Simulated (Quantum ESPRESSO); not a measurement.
Consider MgSc (Pm-3m).

```
CELL_PARAMETERS angstrom
3.59645 0.00000 0.00000
0.00000 3.59645 0.00000
0.00000 0.00000 3.59645
ATOMIC_POSITIONS crystal
Sc 0.50000 0.50000 0.50000
Mg 0.00000 0.00000 0.00000
```

Absorber: atom 2, with 8 Sc at 3.11 Å and 6 Mg at 3.60 Å (cube and octahedron, as in bcc, site symmetry m-3m). Method: Quantum ESPRESSO XSpectra, PBEsol, excited-electron core hole (neutral cell), 8-atom cell with 6.2 Å between holes, 6×6×6 k points, dipole transitions, Lorentzian half width 0.3 eV up to 4 eV, rising linearly to 2.5 eV at 25 eV.

Question: What does the Mg K edge look like?

Main maxima up to 24 eV above the zero (height): 1.3 eV (0.60), 3.2 eV (0.72), 6.0 eV (1.80), 10.2 eV (1.32) and 23.2 eV (1.17). A K edge sees empty p states on the absorber. The total-energy difference is 1309.91 eV. One term is added: -12.99 eV, since the hole is spin-paired here and a spin-polarised one costs that much less in the free atom (computed apart). The photon energy is then 1296.92 eV. The tabulated edge of the element is 1303 eV. The functional leaves an error in such absolute values: in the free atom PBEsol prices this hole 3.2 eV below PBE (computed apart), and PBE is itself good to a few eV.

The Mg K spectrum (energy from the energy zero of the input (xe0, at the border of filled and empty states); intensity scaled to a mean of 1 over the first 20 eV; the points at xe0, where the cut of filled states can leave a spike, are interpolated):

```csv
E (eV),intensity
-2.0,0.03
-1.5,0.04
-1.0,0.06
-0.5,0.09
0.0,0.23
0.5,0.34
1.0,0.51
1.5,0.55
2.0,0.32
2.5,0.28
3.0,0.58
3.5,0.66
4.0,0.64
4.5,0.98
5.0,1.35
5.5,1.59
6.0,1.80
6.5,1.53
7.0,1.34
7.5,1.32
8.0,1.27
8.5,1.27
9.0,1.25
9.5,1.27
10.0,1.31
10.5,1.30
11.0,1.27
11.5,1.22
12.0,1.15
12.5,1.08
13.0,1.01
13.5,0.95
14.0,0.91
14.5,0.88
15.0,0.85
15.5,0.84
16.0,0.85
16.5,0.87
17.0,0.89
17.5,0.93
18.0,0.97
18.5,1.03
19.0,1.08
19.5,1.13
20.0,1.16
20.5,1.17
21.0,1.17
21.5,1.16
22.0,1.17
22.5,1.17
23.0,1.17
23.5,1.17
24.0,1.17
24.5,1.17
25.0,1.16
25.5,1.16
26.0,1.16
26.5,1.17
27.0,1.16
27.5,1.15
28.0,1.13
28.5,1.11
29.0,1.08
29.5,1.06
30.0,1.04
30.5,1.03
31.0,1.03
31.5,1.02
32.0,1.00
```

The holes are only 6.2 Å apart, so the shape is probably not converged with cell size; no larger cell was run here. The structure is a computed Materials Project entry and may be a hypothetical form.

[Banner, clock and machine lines of the logs are left out without a mark of their own.]

[Logs are printed without paths, hosts, clocks, repeated set-up lines and the standing remarks that a program may print on its own settings, such as how far it seeks lower states.]

[Hosts, paths, dates, database ids (printed as entryN), source tags and the programs' standing remarks are cut or masked in the printed files.]

[Lists of maxima count a maximum above −3 eV only where it reaches 4 % of the highest in the window and stands out from its surroundings by 2 % of it (1.5 % where it reaches 55 %); shoulders and weaker maxima are passed over, and of the rest the first, up to two pre-edge ones and the few strongest are named.]
